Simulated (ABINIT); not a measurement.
# SiPbS3 (Pm-3m): phonons by linear response

How does SiPbS3 (Pm-3m) vibrate, and is this structure a minimum?

Method: DFT PBEsol, scalar-relativistic, plane waves, PseudoDojo norm-conserving pseudopotentials, in ABINIT 10.8.3.

Report form: the programs' logs are mostly left out.

The structure was built from a prototype and need not be the compound's stable phase.

## 1. Starting point

It takes space group Pm-3m (No. 221, cubic). Conventional cell: a = 4.390 Å, b = 4.390 Å, c = 4.390 Å, α = 90.00°, β = 90.00°, γ = 90.00°. Nearest to Pb lie 12 S at 3.10 Å. Nearest to Si lie 6 S at 2.20 Å. Nearest to S lie 2 Si at 2.20 Å and 4 Pb at 3.10 Å. Farther neighbours and most contacts between anions are not listed.

Coordinates:

```cif
data_structure
_symmetry_space_group_name_H-M 'Pm-3m'
_symmetry_Int_Tables_number 221
_cell_length_a 4.3904
_cell_length_b 4.3904
_cell_length_c 4.3904
_cell_angle_alpha 90.000
_cell_angle_beta 90.000
_cell_angle_gamma 90.000
_cell_volume 84.63
loop_
_atom_site_label
_atom_site_type_symbol
_atom_site_symmetry_multiplicity
_atom_site_Wyckoff_symbol
_atom_site_fract_x
_atom_site_fract_y
_atom_site_fract_z
_atom_site_occupancy
Pb1 Pb 1 a 0.00000 0.00000 0.00000 1
Si1 Si 1 b 0.50000 0.50000 0.50000 1
S1 S 3 c 0.50000 0.50000 0.00000 1
```

## 2. A first look

A first run with smearing and empty bands tells whether the crystal has a gap, which decides between fixed occupations and smearing later on.

probe.abi reads:

```
# ground state
tolvrs 1.0d-08
prtden 1
prtwf 1

# basis, mesh and filling
ecut 25.5
ngkpt 4 4 4
nshiftk 1
shiftk 0.0 0.0 0.0
istwfk *1
occopt 7
tsmear 0.005
nband 26
nstep 100
diemac 9.0
prtebands 0
prtgsr 0
useylm 1

# cell and atoms
acell 3*1.0 Angstrom
rprim 
    4.3904 0.0 0.0
    0.0 4.3904 0.0
    0.0 0.0 4.3904
ntypat 3
znucl 82 14 16
natom 5
typat 1 2 3 3 3
xred 
    0.0 0.0 0.0
    0.5 0.5 0.5
    0.5 0.5 0.0
    0.5 0.0 0.5
    0.0 0.5 0.5
pp_dirpath "./pseudo"
pseudos "Pb.upf, Si.upf, S.upf"
```

The run is started by

```
$ OMP_NUM_THREADS=1 mpirun -n 4 abinit probe.abi > probe.log
```

The job ended after 12 s (4 MPI ranks of Arm Neoverse V1, shared host; 48 s of CPU time).

Read from the output:

```
volume per atom   : 16.93 Å³
pressure          : 12.58 GPa
gap on the k-mesh : 0 eV
```

No gap opens on this mesh, so smearing is kept; the printed pressure holds the stress of the finite basis too.

## 3. Rough relaxation

The typed start is rough, so a first relaxation with smearing and loose thresholds takes it towards rest cheaply.

prerelax.abi reads:

```
# relaxation
ionmov 2
optcell 2
dilatmx 1.15
chkdilatmx 0
ntime 40
tolmxf 3.0d-04
tolvrs 1.0d-10
prtwf 0
prtden 0
chksymtnons 0

# basis, mesh and filling
ecut 26.0
ecutsm 3.0
ngkpt 4 4 4
nshiftk 1
shiftk 0.0 0.0 0.0
istwfk *1
occopt 7
tsmear 0.005
nband 26
nstep 100
diemac 1000000.0
prtebands 0
prtgsr 0
useylm 1

# cell and atoms
acell 3*1.0 Angstrom
rprim 
    4.3904 0.0 0.0
    0.0 4.3904 0.0
    0.0 0.0 4.3904
ntypat 3
znucl 82 14 16
natom 5
typat 1 2 3 3 3
xred 
    0.0 0.0 0.0
    0.5 0.5 0.5
    0.5 0.5 0.0
    0.5 0.0 0.5
    0.0 0.5 0.5
pp_dirpath "./pseudo"
pseudos "Pb.upf, Si.upf, S.upf"
```

The run is started by

```
$ OMP_NUM_THREADS=1 mpirun -n 4 abinit prerelax.abi > prerelax.log
```

Wall time 83 s (4 MPI ranks).

Step by step:

| step | energy less that of the first step (eV) | largest force (eV/Å) | volume (Å³) |
| --- | --- | --- | --- |
| 1 | 0.0000 | 0.0000 | 84.63 |
| 2 | -0.2094 | 0.0000 | 87.94 |
| 3 | -0.3712 | 0.0000 | 94.07 |
| 4 | -0.3757 | 0.0000 | 95.21 |
| 5 | -0.3758 | 0.0000 | 95.40 |

```csv
"conventional cell, symmetrised",before,after,change
a (Å),4.390,4.569,+4.1 %
b (Å),4.390,4.569,+4.1 %
c (Å),4.390,4.569,+4.1 %
volume (Å³/atom),16.93,19.08,+12.7 %
```

The relaxed structure:

```cif
data_structure
_symmetry_space_group_name_H-M 'P 1'
_symmetry_Int_Tables_number 1
_cell_length_a 4.5693
_cell_length_b 4.5693
_cell_length_c 4.5693
_cell_angle_alpha 90.000
_cell_angle_beta 90.000
_cell_angle_gamma 90.000
_cell_volume 95.40
loop_
_atom_site_label
_atom_site_type_symbol
_atom_site_fract_x
_atom_site_fract_y
_atom_site_fract_z
_atom_site_occupancy
Pb1 Pb 0.00000 0.00000 0.00000 1
Si2 Si 0.50000 0.50000 0.50000 1
S3 S 0.50000 0.50000 0.00000 1
S4 S 0.50000 0.00000 0.50000 1
S5 S 0.00000 0.50000 0.50000 1
```

Numbers from this step:

| Property | Result |
| --- | --- |
| volume per atom | 19.08 Å³ |
| pressure | 0.003574 GPa |

The volume changes by +12.7 % in this run and stands +12.7 % from the first cell.

## 4. Rough relaxation

The cell changed much, so the rough relaxation is repeated on a basis made for the new cell.

Changes to prerelax.abi since step 3:

```diff
@@ -31,5 +31,5 @@
 rprim 
-    4.3904 0.0 0.0
-    0.0 4.3904 0.0
-    0.0 0.0 4.3904
+    4.56926672 0.0 0.0
+    0.0 4.56926672 0.0
+    0.0 0.0 4.56926672
 ntypat 3
```

Run time: 21 s. Hardware: 4 MPI ranks; 85 s of CPU time.

Little changed from the start: no atom moved by 0.005 Å and no cell edge by 0.1 %.

Numbers from this step:

```yaml
pressure: 0.003573 GPa
```

The volume changes by +0.0 % in this run and stands +12.7 % from the first cell.

## 5. Relaxation

The harmonic expansion needs vanishing forces, and a free crystal bears no stress, so cell and atoms are brought to rest. Stress is more sensitive to the basis than forces are: the last 3 Ha under the cutoff are smoothed with ecutsm, and the cutoff is raised above that of the later runs.

relax.abi reads:

```
# relaxation
ionmov 2
optcell 2
dilatmx 1.08
ntime 40
tolmxf 1.0d-05
tolvrs 1.0d-14
prtwf 0
prtden 0
chksymtnons 0

# basis, mesh and filling
ecut 32.0
ecutsm 3.0
ngkpt 6 6 6
nshiftk 1
shiftk 0.0 0.0 0.0
istwfk *1
occopt 7
tsmear 0.01
nband 26
nstep 100
diemac 1000000.0
prtebands 0
prtgsr 0
useylm 1

# cell and atoms
acell 3*1.0 Angstrom
rprim 
    4.569266723 0.0 0.0
    0.0 4.569266723 0.0
    0.0 0.0 4.569266723
ntypat 3
znucl 82 14 16
natom 5
typat 1 2 3 3 3
xred 
    0.0 0.0 0.0
    0.5 0.5 0.5
    0.5 0.5 0.0
    0.5 0.0 0.5
    0.0 0.5 0.5
pp_dirpath "./pseudo"
pseudos "Pb.upf, Si.upf, S.upf"
```

The run is started by

```
$ OMP_NUM_THREADS=1 mpirun -n 4 abinit relax.abi > relax.log
```

Wall time 2.3 min (4 MPI ranks).

The steps of the relaxation:

```csv
step,energy less that of the first step (eV),largest force (eV/Å),volume (Å³)
1,0.0000,0.0000,95.40
2,-0.0013,0.0000,95.66
3,-0.0030,0.0000,96.46
4,-0.0030,0.0000,96.47
```

```
conventional cell, symmetrised  before  after  change
                         a (Å)   4.569  4.586  +0.4 %
                         b (Å)   4.569  4.586  +0.4 %
                         c (Å)   4.569  4.586  +0.4 %
              volume (Å³/atom)   19.08  19.29  +1.1 %
```

The relaxed structure:

```xyz
5
Lattice="4.5863 0.0000 0.0000 0.0000 4.5863 0.0000 0.0000 0.0000 4.5863" Properties=species:S:1:pos:R:3 pbc="T T T"
Pb    0.0000    0.0000    0.0000
Si    2.2932    2.2932    2.2932
S     2.2932    2.2932    0.0000
S     2.2932    0.0000    2.2932
S     0.0000    2.2932    2.2932
```

Read from the output:

```yaml
volume_per_atom: 19.29 Å³
pressure: 8.34e-5 GPa
```

The volume changes by +1.1 % in this run and stands +14.0 % from the first cell.

## 6. Self-consistent run for the response

The response is built on these wavefunctions, so the potential is converged far more tightly than an energy would need. Smearing stays on, as the first look found no gap above 0.3 eV.

gs.abi reads:

```
# ground state
tolvrs 1.0d-16
prtden 1
prtwf 1

# basis, mesh and filling
ecut 25.5
ngkpt 6 6 6
nshiftk 1
shiftk 0.0 0.0 0.0
istwfk *1
occopt 7
tsmear 0.01
nband 26
nstep 100
diemac 1000000.0
prtebands 0
prtgsr 0
useylm 1

# cell and atoms
acell 3*1.0 Angstrom
rprim 
    4.586334917 0.0 0.0
    0.0 4.586334917 0.0
    0.0 0.0 4.586334917
ntypat 3
znucl 82 14 16
natom 5
typat 1 2 3 3 3
xred 
    0.0 0.0 0.0
    0.5 0.5 0.5
    0.5 0.5 0.0
    0.5 0.0 0.5
    0.0 0.5 0.5
pp_dirpath "./pseudo"
pseudos "Pb.upf, Si.upf, S.upf"
```

The run is started by

```
$ OMP_NUM_THREADS=1 mpirun -n 4 abinit gs.abi > gs.log
```

It took 29 s on 4 MPI ranks.

Numbers from this step:

| Quantity | Value |
| --- | --- |
| pressure | -0.04752 GPa |

The cell stands at -0.048 GPa, close enough for phonons.

## 7. Zone-centre response

At q = 0 one unit cell holds all displacements. The response is solved for single atoms along the cell's directions, and symmetry skips those that follow from others. The crystal is treated as a metal, which screens a static field, so no field response is asked.

dfpt_gamma.abi reads:

```

# common to the responses
getwfk_filepath "gso_WFK"
kptopt 2
nqpt 1
qpt 0.0 0.0 0.0
asr 0
chneut 0

# displacements
rfphon 1
rfatpol 1 5
rfdir 1 1 1
tolvrs 1.0d-10
prtwf 0

# basis, mesh and filling
ecut 25.5
ngkpt 6 6 6
nshiftk 1
shiftk 0.0 0.0 0.0
istwfk *1
occopt 7
tsmear 0.01
nband 26
nstep 100
diemac 1000000.0
prtebands 0
prtgsr 0
useylm 1

# cell and atoms
acell 3*1.0 Angstrom
rprim 
    4.586334917 0.0 0.0
    0.0 4.586334917 0.0
    0.0 0.0 4.586334917
ntypat 3
znucl 82 14 16
natom 5
typat 1 2 3 3 3
xred 
    0.0 0.0 0.0
    0.5 0.5 0.5
    0.5 0.5 0.0
    0.5 0.0 0.5
    0.0 0.5 0.5
pp_dirpath "./pseudo"
pseudos "Pb.upf, Si.upf, S.upf"
```

The run is started by

```
$ OMP_NUM_THREADS=1 mpirun -n 4 abinit dfpt_gamma.abi > dfpt_gamma.log
```

Run time: 3.6 min. Hardware: 4 MPI ranks; 15 min of CPU time.

Numbers from this step:

```yaml
largest_acoustic_frequency_at_the_zone_centre_before_the_sum_rule: -1.58 cm⁻¹
highest_optical_zone_centre_mode_no_lo_to_term: 303.9 cm⁻¹
lowest_optical_zone_centre_mode: -146.8 cm⁻¹
```

The acoustic modes at Γ come out as far as 1.6 cm⁻¹ from zero, where they should vanish, a small numerical error. The lowest optical mode is imaginary, 147i cm⁻¹, an instability at this level and on this k mesh.

## 8. Zone-centre analysis

anaddb reads the merged derivatives and imposes the acoustic sum rule.

anaddb.abi reads:

```
ddb_filepath "gamma_DDB"
output_file "anaddb.abo"
outdata_prefix "anaddb"
asr 1
chneut 1
enunit 2
eivec 1
nph1l 1
qph1l 0.0 0.0 0.0 1.0
```

mrgddb.in reads:

```
gamma_DDB
merged
2
dfpt_gammao_DDB
gso_DDB
```

The run is started by

```
$ mrgddb < mrgddb.in > mrgddb.log
$ OMP_NUM_THREADS=1 anaddb anaddb.abi > anaddb.log
```

Elapsed: 0.51 s, on 1 thread.

This step gave:

| Quantity | Value |
| --- | --- |
| highest optical zone-centre mode (no LO-TO term) | 304.0 cm⁻¹ |

No LO-TO term; unit eigenvectors of the mass-weighted matrix, from anaddb's displacements. The modes at Γ (shares of kinetic energy by element, %) (negative means imaginary):

```
mode  frequency (cm⁻¹)  symmetry  Pb %  Si %  S %
   1            -146.8       T1u     7    25   67
   2            -146.8       T1u     7    25   67
   3            -146.8       T1u     7    25   67
   4            -102.9       T2u     0     0  100
   5            -102.9       T2u     0     0  100
   6            -102.9       T2u     0     0  100
   7             -32.6       T1u    30    47   23
   8             -32.6       T1u    30    47   23
   9             -32.6       T1u    30    47   23
  10               0.0  acoustic    63     8   29
  11               0.0  acoustic    63     8   29
  12               0.0  acoustic    63     8   29
  13             304.0       T1u     0    19   81
  14             304.0       T1u     0    19   81
  15             304.0       T1u     0    19   81
```

Displacements in mode 1 (-146.8 cm⁻¹), the largest set to 1:
```
Pb1  0.00  0.00  0.18
Si2  0.00  0.00  0.92
S3   0.00  0.00  0.00
S4   0.00  0.00 -1.00
S5   0.00  0.00 -1.00
```

Displacements in mode 13 (304.0 cm⁻¹), the largest set to 1:
```
Pb1  0.00  0.00  0.01
Si2  0.00  0.00  0.55
S3   0.00  0.00 -1.00
S4   0.00  0.00  0.23
S5   0.00  0.00  0.23
```

The rule moves no optical mode by more than 0.1 cm⁻¹.

## 9. Linear response on the mesh

Linear response treats each wavevector in the unit cell, with no supercell; the 2×2×2 mesh fixes the range of the force constants to be had.

dfpt_q.abi reads:

```
ndtset 3

# wavevectors
qpt1 0.5 0.0 0.0
qpt2 0.5 0.5 0.0
qpt3 0.5 0.5 0.5

# displacements
getwfk_filepath "gso_WFK"
getwfq_filepath "gso_WFK"
kptopt 3
nqpt 1
rfphon 1
rfatpol 1 5
rfdir 1 1 1
tolvrs 1.0d-10
prtwf 0

# basis, mesh and filling
ecut 25.5
ngkpt 6 6 6
nshiftk 1
shiftk 0.0 0.0 0.0
istwfk *1
occopt 7
tsmear 0.01
nband 26
nstep 100
diemac 1000000.0
prtebands 0
prtgsr 0
useylm 1

# cell and atoms
acell 3*1.0 Angstrom
rprim 
    4.586334917 0.0 0.0
    0.0 4.586334917 0.0
    0.0 0.0 4.586334917
ntypat 3
znucl 82 14 16
natom 5
typat 1 2 3 3 3
xred 
    0.0 0.0 0.0
    0.5 0.5 0.5
    0.5 0.5 0.0
    0.5 0.0 0.5
    0.0 0.5 0.5
pp_dirpath "./pseudo"
pseudos "Pb.upf, Si.upf, S.upf"
```

The run is started by

```
$ OMP_NUM_THREADS=1 mpirun -n 4 abinit dfpt_q.abi > dfpt_q.log
```

Elapsed: 60 min, on 4 MPI ranks.

Numbers from this step:

| Item | Value |
| --- | --- |
| lowest mode on the q mesh (acoustic ones at the zone centre apart) | -192.6 cm⁻¹ |

Frequencies (cm⁻¹) before the sum rule at the irreducible wavevectors but Γ, which is solved apart; negative means imaginary. Frequencies by wavevector:

| q (fractions) | star | mode 1 | mode 2 | mode 3 | mode 4 | mode 13 | mode 14 | mode 15 |
| --- | --- | --- | --- | --- | --- | --- | --- | --- |
| 0.5 0 0 | 3 | -144.1 | -124.3 | -124.3 | -110.5 | 276.6 | 303.8 | 303.8 |
| 0.5 0.5 0 | 3 | -192.6 | -157.4 | -157.4 | -73.29 | 305.7 | 317.5 | 325.7 |
| 0.5 0.5 0.5 | 1 | -176.8 | -176.8 | -176.8 | -78.96 | 336.7 | 336.7 | 368.4 |

## 10. Interpolated phonon bands

anaddb transforms the dynamical matrices to force constants and back along the path; points of the mesh come back as solved, but for the sum rule and, in polar crystals, the LO-TO term at Γ; the rest is interpolation.

anaddb.abi reads:

```
ddb_filepath "all_DDB"
output_file "anaddb.abo"
outdata_prefix "anaddb"
ifcflag 1
ngqpt 2 2 2
nqshft 1
q1shft 0.0 0.0 0.0
asr 1
chneut 0
dipdip 0
dipquad 0
quadquad 0
enunit 0
eivec 0
nph1l 62
qph1l 
    0.0 0.0 0.0 1.0
    0.0 0.05 0.0 1.0
    0.0 0.1 0.0 1.0
    0.0 0.15 0.0 1.0
    0.0 0.2 0.0 1.0
    0.0 0.25 0.0 1.0
    0.0 0.3 0.0 1.0
    0.0 0.35 0.0 1.0
    0.0 0.4 0.0 1.0
    0.0 0.45 0.0 1.0
    0.0 0.5 0.0 1.0
    0.05 0.5 0.0 1.0
    0.1 0.5 0.0 1.0
    0.15 0.5 0.0 1.0
    0.2 0.5 0.0 1.0
    0.25 0.5 0.0 1.0
    0.3 0.5 0.0 1.0
    0.35 0.5 0.0 1.0
    0.4 0.5 0.0 1.0
    0.45 0.5 0.0 1.0
    0.5 0.5 0.0 1.0
    0.45 0.45 0.0 1.0
    0.4 0.4 0.0 1.0
    0.35 0.35 0.0 1.0
    0.3 0.3 0.0 1.0
    0.25 0.25 0.0 1.0
    0.2 0.2 0.0 1.0
    0.15 0.15 0.0 1.0
    0.1 0.1 0.0 1.0
    0.05 0.05 0.0 1.0
    0.0 0.0 0.0 1.0
    0.05 0.05 0.05 1.0
    0.1 0.1 0.1 1.0
    0.15 0.15 0.15 1.0
    0.2 0.2 0.2 1.0
    0.25 0.25 0.25 1.0
    0.3 0.3 0.3 1.0
    0.35 0.35 0.35 1.0
    0.4 0.4 0.4 1.0
    0.45 0.45 0.45 1.0
    0.5 0.5 0.5 1.0
    0.45 0.5 0.45 1.0
    0.4 0.5 0.4 1.0
    0.35 0.5 0.35 1.0
    0.3 0.5 0.3 1.0
    0.25 0.5 0.25 1.0
    0.2 0.5 0.2 1.0
    0.15 0.5 0.15 1.0
    0.1 0.5 0.1 1.0
    0.05 0.5 0.05 1.0
    0.0 0.5 0.0 1.0
    0.5 0.5 0.5 1.0
    0.5 0.5 0.45 1.0
    0.5 0.5 0.4 1.0
    0.5 0.5 0.35 1.0
    0.5 0.5 0.3 1.0
    0.5 0.5 0.25 1.0
    0.5 0.5 0.2 1.0
    0.5 0.5 0.15 1.0
    0.5 0.5 0.1 1.0
    0.5 0.5 0.05 1.0
    0.5 0.5 0.0 1.0
```

mrgddb.in reads:

```
all_DDB
merged
4
dfpt_gammao_DDB
dfpt_qo_DS1_DDB
dfpt_qo_DS2_DDB
dfpt_qo_DS3_DDB
```

The run is started by

```
$ mrgddb < mrgddb.in > mrgddb.log
$ OMP_NUM_THREADS=1 anaddb anaddb.abi > anaddb.log
```

The job ended after 0.55 s (1 thread).

Read from the output:

| Property | Result |
| --- | --- |
| lowest frequency on the path | -192.6 cm⁻¹ |

Anaddb. The phonon branches at the labelled points (cm⁻¹):

| point | branch 1 | branch 2 | branch 3 | branch 4 | branch 12 | branch 13 | branch 14 | branch 15 |
| --- | --- | --- | --- | --- | --- | --- | --- | --- |
| Γ | -147 | -147 | -147 | -103 | 0 | 304 | 304 | 304 |
| halfway | -138 | -138 | -125 | -104 | 172 | 301 | 304 | 304 |
| X | -144 | -124 | -124 | -111 | 272 | 277 | 304 | 304 |
| halfway | -178 | -134 | -134 | -103 | 267 | 292 | 310 | 320 |
| M | -193 | -157 | -157 | -73 | 306 | 306 | 318 | 326 |
| halfway | -162 | -128 | -124 | -123 | 198 | 289 | 307 | 318 |
| Γ | -147 | -147 | -147 | -103 | 0 | 304 | 304 | 304 |
| halfway | -158 | -152 | -152 | -84 | 220 | 290 | 290 | 339 |
| R | -177 | -177 | -177 | -79 | 337 | 337 | 337 | 368 |
| halfway | -176 | -162 | -146 | -96 | 264 | 291 | 307 | 348 |
| X | -144 | -124 | -124 | -111 | 272 | 277 | 304 | 304 |
| jump to R | -177 | -177 | -177 | -79 | 337 | 337 | 337 | 368 |
| halfway | -185 | -164 | -164 | -84 | 281 | 321 | 321 | 358 |
| M | -193 | -157 | -157 | -73 | 306 | 306 | 318 | 326 |

The path dips to 193i cm⁻¹.

## 11. Density of states

Sums over the zone need many more wavevectors than were solved, so the interpolation is sampled on a dense mesh.

anaddb.abi reads:

```
ddb_filepath "all_DDB"
output_file "anaddb.abo"
outdata_prefix "anaddb"
ifcflag 1
ngqpt 2 2 2
nqshft 1
q1shft 0.0 0.0 0.0
asr 1
chneut 0
dipdip 0
dipquad 0
quadquad 0
prtdos 2
ng2qpt 10 10 10
dosdeltae 4.5563e-06
ntemper 11
temperinc 100.0
tempermin 0.0
```

The run is started by

```
$ OMP_NUM_THREADS=1 anaddb anaddb.abi > anaddb.log
```

It took 0.92 s on 1 thread.

Numbers from this step:

| Quantity | Value |
| --- | --- |
| share of modes beyond 3i cm⁻¹ on the dense interpolated mesh | 0.4072 |

The phonon density of states has structure finer than the step of the table below, so its rows give means over 20 cm⁻¹, whole bins alone (the curve runs from -223 to 397 cm⁻¹). Peaks (cm⁻¹: height): -142.6: 0.0671, -82.6: 0.0756, 45.4: 0.0711, 229.4: 0.0494, 293.4: 0.0866, 305.4: 0.0996.

Tetrahedra. Table of phonon density of states by wavenumber; means over each step:

```csv
wavenumber (cm⁻¹),phonon density of states (1/cm⁻¹/cell)
-200,8.0e-4
-180,0.0274
-160,0.0441
-140,0.0563
-120,0.0308
-100,0.0522
-80,0.0453
-60,0.00862
-40,0.0141
-20,0.0196
0,0.0153
20,0.0190
40,0.0490
60,0.0411
80,0.0277
100,0.0225
120,0.0145
140,0.00985
160,0.0101
180,0.0113
200,0.0118
220,0.0214
240,0.0169
260,0.0155
280,0.0221
300,0.0818
320,0.0346
340,0.0172
360,0.00788
380,7.4e-5
```

## 12. What came out

| Quantity | Value |
| --- | --- |
| space group after relaxation | Pm-3m |
| volume per atom | 19.3 Å³ |
| highest optical zone-centre mode (no LO-TO term) | 304.0 cm⁻¹ |
| lowest optical zone-centre mode | -146.8 cm⁻¹ |
| q mesh | 2×2×2 |
| lowest mode on the q mesh (acoustic ones at the zone centre apart) | -192.6 cm⁻¹ |
| imaginary modes on the q mesh | yes |

In words: SiPbS3 (Pm-3m) is unstable: a mode solved on the 2×2×2 mesh is imaginary, 193i cm⁻¹; its spectrum reaches 368 cm⁻¹. At the PBEsol level the optical modes of SiPbS3 (Pm-3m) at the zone centre run from 147i to 304 cm⁻¹, so the structure is a saddle point, with 9 modes beyond 10i cm⁻¹ there. The most unstable solved mode lies at q = (0.5, 0.5, 0), on the zone boundary, so the distortion that it points to doubles the cell. These are harmonic frequencies at zero temperature: anharmonic shifts and linewidths and thermal expansion are left out. Spin-orbit coupling is left out, which can matter for the heavy elements here. In a metal the frequencies hang on the k mesh and the smearing, most of all near Kohn anomalies. The structure is a hypothetical one, built on a prototype.

[Host names and launcher messages were left out of these logs when they were recorded.]

[Logs are printed without paths, hosts, clocks, repeated set-up lines and the standing remarks that a program may print on its own settings, such as how far it seeks lower states.]

[Hosts, paths, dates, database ids (printed as entryN), source tags and the programs' standing remarks are cut or masked in the printed files.]
